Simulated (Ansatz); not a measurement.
# Heat carried by phonons in ZnSe (Stilleite, F-43m), part 3 of 3

Wanted: κ(T), lifetimes and mean free paths for ZnSe (Stilleite).

Experimental results on record:
- thermal conductivity 19 W/m/K near room temperature (given in “Combining the AFLOW GIBBS and Elastic Libraries to efficiently and robustly screen thermo-mechanical properties of solids”, 2017, arXiv:1611.05714)

Ansatz 0.2.0; DFT LDA, scalar-relativistic, plane waves, PAW; PAW set soft_1.

So far. Step 2 (A first coarse run): The start is under -3.4 GPa at this level and looks like an insulator or semiconductor on this mesh. Step 4 (Tight relaxation): The residual pressure is -0.0024 GPa, small enough for phonons. The relaxed cell has a = 5.567 Å (conventional setting).

## (5) Anharmonic force constants and conductivity (continued)

300 K; a sample spread over frequency. Mode lifetimes, by row, the first 40 of 90 rows:

| q1 | q2 | q3 | branch | frequency (THz) | rms speed (km/s) | three-phonon rate (1/ps) | isotope rate (1/ps) | lifetime (ps) | mean free path (nm) |
| --- | --- | --- | --- | --- | --- | --- | --- | --- | --- |
| 0 | 0 | 0.0526 | 1 | 0.334 | 2.35 | 0.00159 | 6.35e-7 | 628 | 1470 |
| 0 | 0.1053 | -0.1053 | 1 | 0.924 | 1.69 | 0.00448 | 7.21e-5 | 220 | 371 |
| 0 | 0 | 0.2105 | 1 | 1.206 | 1.49 | 0.00688 | 2.52e-4 | 140 | 208 |
| 0 | 0.1053 | 0.2105 | 1 | 1.381 | 2.22 | 0.0138 | 5.49e-4 | 69.8 | 155 |
| 0 | 0.0526 | -0.3158 | 1 | 1.51 | 0.57 | 0.0183 | 0.00109 | 51.5 | 29.1 |
| 0 | 0.0526 | -0.2632 | 2 | 1.582 | 1.78 | 0.0293 | 0.00172 | 32.2 | 57.4 |
| 0 | 0.0526 | -0.4211 | 1 | 1.623 | 0.47 | 0.0383 | 0.00235 | 24.6 | 11.5 |
| 0 | 0.2105 | 0.2105 | 2 | 1.686 | 1.35 | 0.0488 | 0.0029 | 19.3 | 26.2 |
| 0.1053 | 0.2105 | 0.3684 | 1 | 1.742 | 1.54 | 0.0369 | 0.00321 | 24.9 | 38.3 |
| 0.0526 | 0.1053 | 0.3684 | 2 | 1.805 | 2.03 | 0.0433 | 0.00379 | 21.2 | 43 |
| 0.0526 | 0.2632 | -0.2105 | 1 | 1.856 | 1.1 | 0.0335 | 0.00429 | 26.5 | 29.1 |
| 0.1053 | 0.2632 | 0.3684 | 1 | 1.896 | 1.25 | 0.0453 | 0.00483 | 19.9 | 24.9 |
| 0.1053 | 0.2105 | -0.4737 | 1 | 1.946 | 1.12 | 0.0564 | 0.00557 | 16.1 | 18.1 |
| 0 | 0.1053 | -0.3158 | 2 | 1.974 | 2.24 | 0.0484 | 0.00607 | 18.4 | 41.1 |
| 0 | 0.3158 | 0.3684 | 1 | 2.022 | 0.32 | 0.0842 | 0.00751 | 10.9 | 3.45 |
| 0 | 0.3684 | 0.3684 | 2 | 2.049 | 0.21 | 0.0943 | 0.00853 | 9.73 | 2.07 |
| 0 | 0.4211 | 0.4211 | 2 | 2.078 | 0.1 | 0.098 | 0.0103 | 9.24 | 0.936 |
| 0 | 0.4211 | -0.4211 | 1 | 2.092 | 0 | 0.103 | 0.013 | 8.61 | 0.0165 |
| 0.0526 | 0.2105 | 0.3684 | 2 | 2.123 | 1.35 | 0.0568 | 0.0109 | 14.8 | 20 |
| 0.0526 | 0.4211 | -0.4211 | 1 | 2.148 | 0.81 | 0.0914 | 0.00895 | 9.96 | 8.08 |
| 0.1053 | 0.3158 | -0.4211 | 1 | 2.196 | 1 | 0.0716 | 0.00802 | 12.6 | 12.6 |
| 0.0526 | 0.1579 | -0.4211 | 2 | 2.252 | 2.09 | 0.0425 | 0.00753 | 20 | 41.9 |
| 0 | 0.3684 | 0.4737 | 2 | 2.301 | 1.41 | 0.0744 | 0.00739 | 12.2 | 17.2 |
| 0.1579 | 0.3684 | -0.3684 | 1 | 2.34 | 0.79 | 0.0721 | 0.00702 | 12.6 | 10 |
| 0.1579 | 0.4211 | -0.3158 | 1 | 2.395 | 0.89 | 0.0741 | 0.00681 | 12.4 | 11 |
| 0.0526 | 0.1579 | 0.2105 | 3 | 2.476 | 3.69 | 0.0254 | 0.0056 | 32.2 | 119 |
| 0.0526 | 0.2632 | -0.2105 | 2 | 2.543 | 1.27 | 0.0541 | 0.00605 | 16.6 | 21.1 |
| 0.0526 | 0.2632 | -0.4737 | 2 | 2.62 | 0.96 | 0.0547 | 0.00684 | 16.2 | 15.6 |
| 0.1053 | 0.4211 | -0.3684 | 2 | 2.707 | 1.06 | 0.0606 | 0.00842 | 14.5 | 15.4 |
| 0.1579 | 0.3158 | -0.3684 | 2 | 2.765 | 0.62 | 0.0537 | 0.00945 | 15.8 | 9.77 |
| 0.0526 | 0.1579 | -0.1053 | 3 | 2.822 | 3.4 | 0.0404 | 0.0139 | 18.4 | 62.5 |
| 0.0526 | 0.3684 | -0.3158 | 2 | 2.887 | 0.19 | 0.056 | 5.25e-4 | 17.7 | 3.43 |
| 0.0526 | 0.1579 | 0.3158 | 3 | 3.463 | 3.13 | 0.0703 | 0.00132 | 14 | 43.7 |
| 0.1053 | 0.2632 | 0.3684 | 3 | 3.838 | 2.78 | 0.268 | 0.00236 | 3.69 | 10.3 |
| 0.1053 | 0.2632 | 0.4211 | 3 | 4.158 | 2.4 | 0.522 | 0.00396 | 1.9 | 4.56 |
| 0.0526 | 0.1579 | 0.4211 | 3 | 4.368 | 2.37 | 0.824 | 0.00575 | 1.21 | 2.86 |
| 0.0526 | 0.2105 | 0.4737 | 3 | 4.594 | 1.71 | 0.901 | 0.00876 | 1.1 | 1.88 |
| 0 | 0.0526 | -0.3684 | 3 | 4.751 | 2.35 | 0.658 | 0.0126 | 1.49 | 3.5 |
| 0 | 0.2105 | -0.3684 | 3 | 4.823 | 1.17 | 0.811 | 0.0158 | 1.21 | 1.42 |
| 0.0526 | 0.1579 | -0.4737 | 3 | 4.922 | 1.08 | 0.723 | 0.0312 | 1.33 | 1.43 |

Without the LO-TO term. Gamma linewidths, by row:

| branch | frequency (cm⁻¹) | three-phonon rate (1/ps) | isotope rate (1/ps) | FWHM (cm⁻¹) |
| --- | --- | --- | --- | --- |
| 4 | 217.8 | 0.312 | 0.237 | 2.92 |
| 5 | 217.8 | 0.312 | 0.237 | 2.92 |
| 6 | 217.8 | 0.312 | 0.237 | 2.92 |

W/m/K, third of the trace; RTA populations with a boundary rate v/L added to each mode (Matthiessen's rule). Kappa by grain size, by row:

| T (K) | bulk | 10 nm | 30 nm | 100 nm | 300 nm | 1000 nm | 10000 nm | 100000 nm |
| --- | --- | --- | --- | --- | --- | --- | --- | --- |
| 100 | 87.63 | 3.348 | 7.726 | 16.42 | 28.06 | 44.04 | 73.87 | 85.65 |
| 300 | 25.34 | 3.05 | 5.862 | 10.12 | 14.59 | 19.24 | 24.25 | 25.22 |
| 600 | 12.78 | 2.416 | 4.211 | 6.617 | 8.862 | 10.86 | 12.51 | 12.75 |

W/m/K, third of the trace; RTA populations with the isotope rates scaled. Kappa by mass disorder, by row:

| T (K) | no isotopes | as typed | variance x 3 | variance x 10 | variance x 30 |
| --- | --- | --- | --- | --- | --- |
| 100 | 113.9 | 87.63 | 66.86 | 42.67 | 24.86 |
| 300 | 27.56 | 25.34 | 22.43 | 17.35 | 12 |
| 600 | 13.36 | 12.78 | 11.89 | 9.979 | 7.523 |

At 300 K the relaxation-time value is 25.4 W/(m K).

## (6) Outcome

```json
{"highest frequency": "252.8 cm⁻¹", "Debye temperature from the second moment": "324 K", "κ at 300 K (relaxation time)": "25.38 W/m/K", "κ at 300 K (full solution)": "26.42 W/m/K", "mean free path at half of κ": "219 nm", "share of κ above the three lowest branches": "0.027"}
```

What this shows: The lattice of ZnSe (Stilleite) conducts 26.4 W/(m K) at 300 K by LDA (mean over directions, full solution). The full solution lies +4 % from the relaxation-time value at 300 K, so the relaxation-time approximation serves here. Above 300 K the relaxation-time κ falls as T^-0.98, near the 1/T law of three-phonon scattering. Grains of 100 nm would keep 40 % of the bulk value at 300 K, and grains of 1 µm 76 %. Removing the natural isotope disorder raises κ at 300 K by 9 %. A measured thermal conductivity near room temperature is 19 W/m/K (arXiv:1611.05714); the calculated 26.4 W/m/K differs by +39 %. The relaxed cell is 5 % smaller in volume than the database cell, which stiffens most phonons and usually raises κ; no run here tested that. Four-phonon, defect and boundary scattering, which are left out, would lower the calculated value; thermal expansion is left out too. The sum rules changed one orbit of cubic constants by up to 34 %; by the manual a large change points to a short cutoff or, on a small and distant orbit, to noisy forces. The conductivities include the coherence part between close branches; the shares for grains, isotopes, branches and paths are of the relaxation-time populations alone. Cubic couplings among atoms farther apart than the pair cutoff are dropped, and neither the cutoff nor the q-mesh was shown to be converged here. The interpolation has no quadrupole term, so branches near the zone centre are less sure, since this crystal has sites that are not centres of inversion. The PAW files were made for PBE and are used here under another functional, for which the program regenerates the frozen cores.

[Logs are printed without paths, hosts, clocks, repeated set-up lines and the standing remarks that a program may print on its own settings, such as how far it seeks lower states.]

[Hosts, paths, dates, database ids (printed as entryN), source tags and the programs' standing remarks are cut or masked in the printed files.]

[A step with changed settings may run another functional than the one named; its input shows which.]
